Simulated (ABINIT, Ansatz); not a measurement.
## CsSnI3 (Pm-3m): one start, several treatments of the self-energy

How much does the gap of CsSnI3 (Pm-3m) depend on the approximation to the self-energy?

Calculated with ABINIT 10.8.3; PBE and many-body steps on it, plane waves.

## 1. The starting structure

The structure is cubic, space group Pm-3m (No. 221). The conventional cell has a = 6.286 Å, b = 6.286 Å, c = 6.286 Å, α = 90.00°, β = 90.00°, γ = 90.00°. Nearest to Cs lie 12 I at 4.45 Å. Nearest to Sn lie 6 I at 3.14 Å. Nearest to I lie 2 Sn at 3.14 Å and 4 Cs at 4.45 Å. Farther neighbours and most contacts between anions are not listed.

Coordinates:

```cif
data_structure
_symmetry_space_group_name_H-M 'Pm-3m'
_symmetry_Int_Tables_number 221
_cell_length_a 6.2862
_cell_length_b 6.2862
_cell_length_c 6.2862
_cell_angle_alpha 90.000
_cell_angle_beta 90.000
_cell_angle_gamma 90.000
_cell_volume 248.41
loop_
_atom_site_label
_atom_site_type_symbol
_atom_site_symmetry_multiplicity
_atom_site_Wyckoff_symbol
_atom_site_fract_x
_atom_site_fract_y
_atom_site_fract_z
_atom_site_occupancy
Cs1 Cs 1 b 0.50000 0.50000 0.50000 1
Sn1 Sn 1 a 0.00000 0.00000 0.00000 1
I1 I 3 d 0.50000 0.00000 0.00000 1
```

The cell and positions are those that the Materials Project relaxed with its own functionals (PBE, PBE+U or r2SCAN), kept fixed. Spin-orbit coupling is left out unless a step names it.

## 2. Empty states on the mesh, 2×2×2 mesh, 397 bands

This step: ABINIT 10.8.3; DFT, PBE, plane waves, norm-conserving pseudopotentials.

The sums over transitions need many empty states on a uniform mesh; this step solves for them.

run.abi

```
acell 3*1.0 Angstrom
rprim 
  6.286228000000 0.000000000000 0.000000000000
  0.000000000000 6.286228000000 0.000000000000
  0.000000000000 0.000000000000 6.286228000000
ntypat 3
znucl 55 50 53
natom 5
typat 1 2 3 3 3
xred 
  0.500000000000 0.500000000000 0.500000000000
  0.000000000000 0.000000000000 0.000000000000
  0.500000000000 0.000000000000 0.000000000000
  0.000000000000 0.000000000000 0.500000000000
  0.000000000000 0.500000000000 0.000000000000
pp_dirpath "pseudos"
pseudos "Cs.upf, Sn.upf, I.upf"
ecut 38
ngkpt 2 2 2
nshiftk 1
shiftk 0 0 0
kptopt 1
chksymbreak 0
iscf -2
irdden 1
istwfk *1
nband 397
nbdbuf 36
tolwfr 1e-09
nstep 60
prtvol 0
indata_prefix "in"
outdata_prefix "out"
tmpdata_prefix "tmp"
```

Started as:

```bash
> OMP_NUM_THREADS=2 mpirun -n 4 abinit run.abi > log
```

Numbers of over 12 decimals in the logs are rounded to 6 here.

The program printed:

```text
.Version 10.8.3 of ABINIT. v10.8.2 released Aug 2026.

 Symmetries : space group Pm -3 m (#221); Bravais cP (primitive cubic)
[... echo of the input left out ...]
== DATASET  1 ==================================================================
-   mpi_nproc: 4, omp_nthreads: 2 (-1 if OMP is not activated)

--- !DatasetInfo
iteration_state: {dtset: 1, }
dimensions: {natom: 5, nkpt: 4, mband: 397, nsppol: 1, nspinor: 1, nspden: 1, mpw: 18805, }
cutoff_energies: {ecut:  38.0, pawecutdg:  -1.0, }
[...]
2.41931    2.41931    2.41931    2.42515    2.42515    2.42515    2.42528    2.42528
   2.42528    2.43288    2.43288    2.43288    2.45357    2.45358    2.45359    2.47468
   2.47873    2.47881    2.48047    2.48808    2.49761
 prteigrs : prtvol=0 or 1, do not print more k-points.

== END DATASET(S) ==============================================================
================================================================================

 -outvars: echo values of variables after computation  --------
            nband         397
             nkpt           4
          spgroup         221
 [... the other variables as echoed above ...]

 Calculation completed.
```

It took 7 min on 4 MPI ranks of Arm Neoverse V2, shared host; peak memory 1.1 GiB; 44 min of CPU time.

This step gave:

```yaml
gap: 0.4814 eV
k_of_the_valence_top: 0.5, 0.5, 0.5
k_of_the_conduction_bottom: 0.5, 0.5, 0.5
least_direct_gap: 0.4814 eV
k_points_computed: 4
lowest_point_of_the_top_converged_band_above_the_valence_top: 58.7075 eV
```

On this mesh the gap is 0.481 eV.

The density comes from a self-consistent run that is not shown.

## 3. Screening, 2×2×2 mesh, 179 bands, screening to 141.5 eV

The RPA dielectric matrix is built and inverted for each q.

This step: RPA screening on PBE, plane waves, norm-conserving pseudopotentials.

run.abi, as its differences from that of step 2:

```diff
@@ -23,10 +23,11 @@
 chksymbreak 0
-iscf -2
-irdden 1
 istwfk *1
-nband 397
-nbdbuf 36
-tolwfr 1e-09
-nstep 60
-prtvol 0
+occopt 1
+irdwfk 1
+optdriver 3
+nband 179
+ecuteps 5.2
+inclvkb 2
+awtr 1
+symchi 1
 indata_prefix "in"
```

Started as:

```bash
> OMP_NUM_THREADS=1 mpirun -n 8 abinit run.abi > log
```

The program printed:

```text
.Version 10.8.3 of ABINIT. v10.8.2 released Aug 2026.

 Symmetries : space group Pm -3 m (#221); Bravais cP (primitive cubic)
[... echo of the input left out ...]
== DATASET  1 ==================================================================
-   mpi_nproc: 8, omp_nthreads: 1 (-1 if OMP is not activated)

--- !DatasetInfo
iteration_state: {dtset: 1, }
dimensions: {natom: 5, nkpt: 4, mband: 179, nsppol: 1, nspinor: 1, nspden: 1, mpw: 18805, }
cutoff_energies: {ecut:  38.0, pawecutdg:  -1.0, }
electrons: {nelect:   1.06000000E+02, charge:   0.00000000E+00, occopt:   1.00000000E+00, tsmear:   1.00000000E-02, }

 SCREENING: Calculation of the susceptibility and dielectric matrices

 Based on a program developped by R.W. Godby, V. Olevano, G. Onida, and L. Reining.
 Incorporated in ABINIT by V. Olevano, G.-M. Rignanese, and M. Torrent.
.Using double precision arithmetic ; gwpc =  8

[... cell and pseudopotentials left out ...]
--------------------------------------------------------------------------------

 ==== K-mesh for the wavefunctions ====
 Number of points in the irreducible wedge :     4
[... list of points left out ...]
 Together with 48 symmetry operations and time-reversal symmetry
 yields     8 points in the full Brillouin Zone.

 ==== Q-mesh for the screening function ====
 Number of points in the irreducible wedge :     4
[... list of points left out ...]
 Together with 48 symmetry operations and time-reversal symmetry
 yields     8 points in the full Brillouin Zone.

 setmesh: FFT mesh size selected  =    45x   45x   45
          total number of points  =        91125

 vcoul_init : cutoff-mode = AUXILIARY_FUNCTION
 q-points for optical limit:   1
     1)      0.000010    0.000020    0.000030

- screening: taking advantage of time-reversal symmetry
- Maximum band index for partially occupied states nbvw = 53
- Remaining bands to be divided among processors   nbcw = 126
- Number of bands treated by each node ~15

 Number of electrons calculated from density =  106.0000; Expected =  106.0000
 average of density, n =  0.063232
 r_s =    1.5571
 omega_plasma =   24.2563 [eV]

 calculating chi0 at frequencies [eV] :
  1    0.000000E+00    0.000000E+00
  2    0.000000E+00    2.425633E+01

--------------------------------------------------------------------------------
  q-point number  1        q = ( 0.000000, 0.000000, 0.000000) [r.l.u.]
--------------------------------------------------------------------------------
[... chi0 elements left out ...]
 For q-point:  0.000010 0.000020 0.000030
  dielectric constant = 106.8188
  dielectric constant without local fields = 133.7062

  Average fulfillment of the sum rule on Im[epsilon] for q-point    1 :     41.78  [%]
[... wings left out ...]
  q-point number  2        q = ( 0.500000, 0.000000, 0.000000) [r.l.u.]
--------------------------------------------------------------------------------
[... chi0 elements left out ...]
  Average fulfillment of the sum rule on Im[epsilon] for q-point    2 :     46.63  [%]

 [... 2 further q-points ...]
```

Wall time 2.5 min (8 MPI ranks); peak memory 6.4 GiB.

Numbers from this step:

| Quantity | Value |
| --- | --- |
| ε∞ with local fields, on this mesh, along the program's q direction | 106.8 |
| the same without local fields | 133.7 |
| plasma frequency | 24.26 eV |
| plane waves in the screening matrix | 949 |

Local fields lower ε∞ by 20 %. The value itself is an artefact of the mesh, where one narrow direct gap carries too much weight.

## 4. G0W0, Godby-Needs plasmon pole

The self-energy is evaluated for the states that the input lists, and the levels follow from it, in one-shot runs by the linearised quasiparticle equation.

This step: G0W0 on PBE, plane waves, norm-conserving pseudopotentials.

run.abi, as its differences from that of step 3:

```diff
@@ -26,8 +26,17 @@
 irdwfk 1
-optdriver 3
+optdriver 4
 nband 179
+gwcalctyp 0
+ecutsigx 38
+symsigma 1
+nkptgw 2
+kptgw 
+  0.5000000000 0.5000000000 0.5000000000
+  0.0000000000 0.0000000000 0.0000000000
+bdgw 
+  50 56
+  51 56
 ecuteps 5.2
-inclvkb 2
-awtr 1
-symchi 1
+irdscr 1
+ppmodel 1
 indata_prefix "in"
```

The program printed:

```text
.Version 10.8.3 of ABINIT. v10.8.2 released Aug 2026.

 Symmetries : space group Pm -3 m (#221); Bravais cP (primitive cubic)
[... echo of the input left out ...]
== DATASET  1 ==================================================================
-   mpi_nproc: 8, omp_nthreads: 1 (-1 if OMP is not activated)

--- !DatasetInfo
iteration_state: {dtset: 1, }
dimensions: {natom: 5, nkpt: 4, mband: 179, nsppol: 1, nspinor: 1, nspden: 1, mpw: 18805, }
cutoff_energies: {ecut:  38.0, pawecutdg:  -1.0, }
electrons: {nelect:   1.06000000E+02, charge:   0.00000000E+00, occopt:   1.00000000E+00, tsmear:   1.00000000E-02, }

 SIGMA: Calculation of the GW corrections

 Based on a program developped by R.W. Godby, V. Olevano, G. Onida, and L. Reining.
 Incorporated in ABINIT by V. Olevano, G.-M. Rignanese, and M. Torrent.
.Using double precision arithmetic ; gwpc =  8

[... cell and pseudopotentials left out ...]
--------------------------------------------------------------------------------

 ==== K-mesh for the wavefunctions ====
 Number of points in the irreducible wedge :     4
[... list of points left out ...]
 Together with 48 symmetry operations and time-reversal symmetry
 yields     8 points in the full Brillouin Zone.

 ==== Q-mesh for screening function ====
 Number of points in the irreducible wedge :     4
[... list of points left out ...]
 Together with 48 symmetry operations and time-reversal symmetry
 yields     8 points in the full Brillouin Zone.

 vcoul_init : cutoff-mode = AUXILIARY_FUNCTION
 q-points for optical limit:   1
     1)      0.000010    0.000020    0.000030
 setmesh: FFT mesh size selected  =    72x   72x   72
          total number of points  =       373248

 Number of electrons calculated from density =  106.0000; Expected =  106.0000
 average of density, n =  0.063232
 r_s =    1.5571
 omega_plasma =   24.2563 [eV]

 === KS Band Gaps ===
  >>>> For spin  1
   Minimum direct gap =   0.4813 [eV], located at k-point      :   0.5000  0.5000  0.5000
   Fundamental gap    =   0.4813 [eV], Top of valence bands at :   0.5000  0.5000  0.5000
                                       Bottom of conduction at :   0.5000  0.5000  0.5000
 SIGMA fundamental parameters:
 PLASMON POLE MODEL  1
 number of plane-waves for SigmaX                18805
 number of plane-waves for SigmaC and W            949
 number of plane-waves for wavefunctions         18805
 number of bands                                   179
 number of independent spin polarizations            1
 number of spinorial components                      1
 number of k-points in IBZ                           4
 number of q-points in IBZ                           4
 number of symmetry operations                      48
 number of k-points in BZ                            8
 number of q-points in BZ                            8
 number of frequencies for dSigma/dE                 9
 frequency step for dSigma/dE [eV]                0.25
 number of omega for Sigma on real axis              0
 max omega for Sigma on real axis  [eV]           0.00
 zcut for avoiding poles [eV]                     0.10

 EPSILON^-1 parameters (SCR file):
 dimension of the eps^-1 matrix on file            949
 dimension of the eps^-1 matrix used               949
 number of plane-waves for wavefunctions         18805
 number of bands                                   179
 number of q-points in IBZ                           4
 number of frequencies                               2
 number of real frequencies                          1
 number of imag frequencies                          1

 matrix elements of self-energy operator (all in [eV])

 Perturbative Calculation

--- !SelfEnergy_ee
iteration_state: {dtset: 1, }
kpoint     : [   0.500,    0.500,    0.500, ]
spin       : 1
KS_gap     :    0.481
QP_gap     :    0.890
Delta_QP_KS:    0.408
data: !SigmaeeData |
     Band     E0 <VxcDFT>   SigX SigC(E0)      Z dSigC/dE  Sig(E)    E-E0       E
       50   1.957 -13.386 -16.194   2.500   0.782  -0.280 -13.626  -0.241   1.716
       51   1.957 -13.386 -16.194   2.500   0.782  -0.280 -13.626  -0.241   1.716
       52   1.957 -13.386 -16.194   2.500   0.782  -0.280 -13.626  -0.241   1.716
       53   3.493 -14.211 -15.453   1.514   0.789  -0.267 -13.996   0.215   3.708
       54   3.974 -10.553  -6.743  -3.024   0.794  -0.260  -9.930   0.624   4.598
       55   3.974 -10.553  -6.743  -3.024   0.794  -0.260  -9.930   0.624   4.598
[...]
--- !SelfEnergy_ee
iteration_state: {dtset: 1, }
kpoint     : [   0.000,    0.000,    0.000, ]
spin       : 1
KS_gap     :    4.316
QP_gap     :    4.735
Delta_QP_KS:    0.418
data: !SigmaeeData |
     Band     E0 <VxcDFT>   SigX SigC(E0)      Z dSigC/dE  Sig(E)    E-E0       E
[...]
54   5.859  -6.224  -2.837  -3.204   0.831  -0.203  -6.072   0.152   6.011
       55   6.866  -6.273  -2.799  -3.143   0.831  -0.204  -5.998   0.276   7.141
       56   6.866  -6.273  -2.799  -3.143   0.831  -0.204  -5.998   0.276   7.141

== END DATASET(S) ==============================================================
================================================================================

 -outvars: echo values of variables after computation  --------
           etotal      0.0000000000E+00
            nband         179
             nkpt           4
          spgroup         221
 [... the other variables as echoed above ...]

 Calculation completed.
```

It took 53 s on 8 MPI ranks; peak memory 5.8 GiB; 7.1 min of CPU time.

Numbers from this step:

| Quantity | Value |
| --- | --- |
| G0W0 gap on the points computed | 0.8900 eV |
| starting gap on the mesh | 0.4814 eV |
| k of the valence top | 0.5, 0.5, 0.5 |
| k of the conduction bottom | 0.5, 0.5, 0.5 |
| Z at the valence top | 0.789 |
| Z at the conduction bottom | 0.794 |
| least direct G0W0 gap on the computed points | 0.8900 eV |

The gap on the mesh goes from 0.48 eV to 0.89 eV, a correction of +0.41 eV.

## 5. G0W0, Engel-Farid plasmon pole

run.abi, as its differences from that of step 4:

```diff
@@ -40,3 +40,3 @@
 irdscr 1
-ppmodel 1
+ppmodel 4
 indata_prefix "in"
```

The program printed:

```text
.Version 10.8.3 of ABINIT. v10.8.2 released Aug 2026.

 Symmetries : space group Pm -3 m (#221); Bravais cP (primitive cubic)
[... echo of the input left out ...]
== DATASET  1 ==================================================================
-   mpi_nproc: 8, omp_nthreads: 1 (-1 if OMP is not activated)

--- !DatasetInfo
iteration_state: {dtset: 1, }
dimensions: {natom: 5, nkpt: 4, mband: 179, nsppol: 1, nspinor: 1, nspden: 1, mpw: 18805, }
cutoff_energies: {ecut:  38.0, pawecutdg:  -1.0, }
electrons: {nelect:   1.06000000E+02, charge:   0.00000000E+00, occopt:   1.00000000E+00, tsmear:   1.00000000E-02, }

 SIGMA: Calculation of the GW corrections

 Based on a program developped by R.W. Godby, V. Olevano, G. Onida, and L. Reining.
 Incorporated in ABINIT by V. Olevano, G.-M. Rignanese, and M. Torrent.
.Using double precision arithmetic ; gwpc =  8

[... cell and pseudopotentials left out ...]
--------------------------------------------------------------------------------

 ==== K-mesh for the wavefunctions ====
 Number of points in the irreducible wedge :     4
[... list of points left out ...]
 Together with 48 symmetry operations and time-reversal symmetry
 yields     8 points in the full Brillouin Zone.

 ==== Q-mesh for screening function ====
 Number of points in the irreducible wedge :     4
[... list of points left out ...]
 Together with 48 symmetry operations and time-reversal symmetry
 yields     8 points in the full Brillouin Zone.

 vcoul_init : cutoff-mode = AUXILIARY_FUNCTION
 q-points for optical limit:   1
     1)      0.000010    0.000020    0.000030
 setmesh: FFT mesh size selected  =    72x   72x   72
          total number of points  =       373248

 Number of electrons calculated from density =  106.0000; Expected =  106.0000
[...]
number of omega for Sigma on real axis              0
 max omega for Sigma on real axis  [eV]           0.00
 zcut for avoiding poles [eV]                     0.10

 EPSILON^-1 parameters (SCR file):
 dimension of the eps^-1 matrix on file            949
 dimension of the eps^-1 matrix used               949
 number of plane-waves for wavefunctions         18805
 number of bands                                   179
 number of q-points in IBZ                           4
 number of frequencies                               2
 number of real frequencies                          1
 number of imag frequencies                          1

 matrix elements of self-energy operator (all in [eV])

 Perturbative Calculation

--- !SelfEnergy_ee
iteration_state: {dtset: 1, }
kpoint     : [   0.500,    0.500,    0.500, ]
spin       : 1
KS_gap     :    0.481
QP_gap     :    0.919
Delta_QP_KS:    0.438
data: !SigmaeeData |
     Band     E0 <VxcDFT>   SigX SigC(E0)      Z dSigC/dE  Sig(E)    E-E0       E
       50   1.957 -13.386 -16.194   2.378   0.767  -0.304 -13.716  -0.330   1.626
       51   1.957 -13.386 -16.194   2.378   0.767  -0.304 -13.716  -0.330   1.626
       52   1.957 -13.386 -16.194   2.378   0.767  -0.304 -13.716  -0.330   1.626
[...]
--- !SelfEnergy_ee
iteration_state: {dtset: 1, }
kpoint     : [   0.000,    0.000,    0.000, ]
spin       : 1
KS_gap     :    4.316
QP_gap     :    4.775
Delta_QP_KS:    0.458
data: !SigmaeeData |
     Band     E0 <VxcDFT>   SigX SigC(E0)      Z dSigC/dE  Sig(E)    E-E0       E
[...]
55   6.866  -6.273  -2.799  -3.175   0.812  -0.232  -6.030   0.243   7.109
       56   6.866  -6.273  -2.799  -3.175   0.812  -0.232  -6.030   0.243   7.109

== END DATASET(S) ==============================================================
================================================================================

 -outvars: echo values of variables after computation  --------
           etotal      0.0000000000E+00
            nband         179
             nkpt           4
          spgroup         221
 [... the other variables as echoed above ...]

 Calculation completed.
```

Run time: 49 s. Hardware: 8 MPI ranks; peak memory 5.3 GiB; 6.5 min of CPU time.

Numbers from this step:

```yaml
g0w0_gap_on_the_points_computed: 0.919 eV
starting_gap_on_the_mesh: 0.4814 eV
k_of_the_valence_top: 0.5, 0.5, 0.5
k_of_the_conduction_bottom: 0.5, 0.5, 0.5
z_at_the_valence_top: 0.78
z_at_the_conduction_bottom: 0.784
least_direct_g0w0_gap_on_the_computed_points: 0.919 eV
```

Against G0W0 in ABINIT (2×2×2 mesh, 179 bands, screening to 141.5 eV, Godby-Needs plasmon pole), the gap moves by +0.029 eV.

(Continued in part 2 of 2.)

[Paths, hosts, dates, memory and timing lines, banners, echoed tables and standing remarks are left out of the program output.]

[Logs are printed without paths, hosts, clocks, repeated set-up lines and the standing remarks that a program may print on its own settings, such as how far it seeks lower states.]

[Runs of the session that timed out or met a known fault of the program may be left out.]

[No measured gap is set beside runs whose start may be inverted or whose files or cutoffs have a known fault.]

[Hosts, paths, dates, database ids (printed as entryN), source tags and the programs' standing remarks are cut or masked in the printed files.]

[G0W0 gaps are taken among the corrected bands and points alone; a level outside them can change the order at an edge.]

[Where Ansatz stands beside ABINIT at settings called matched, ABINIT's density can come from a denser mesh and the files from another edition; pairs whose starting gaps differed by over 0.03 eV were left out, so agreement reads better than it is.]
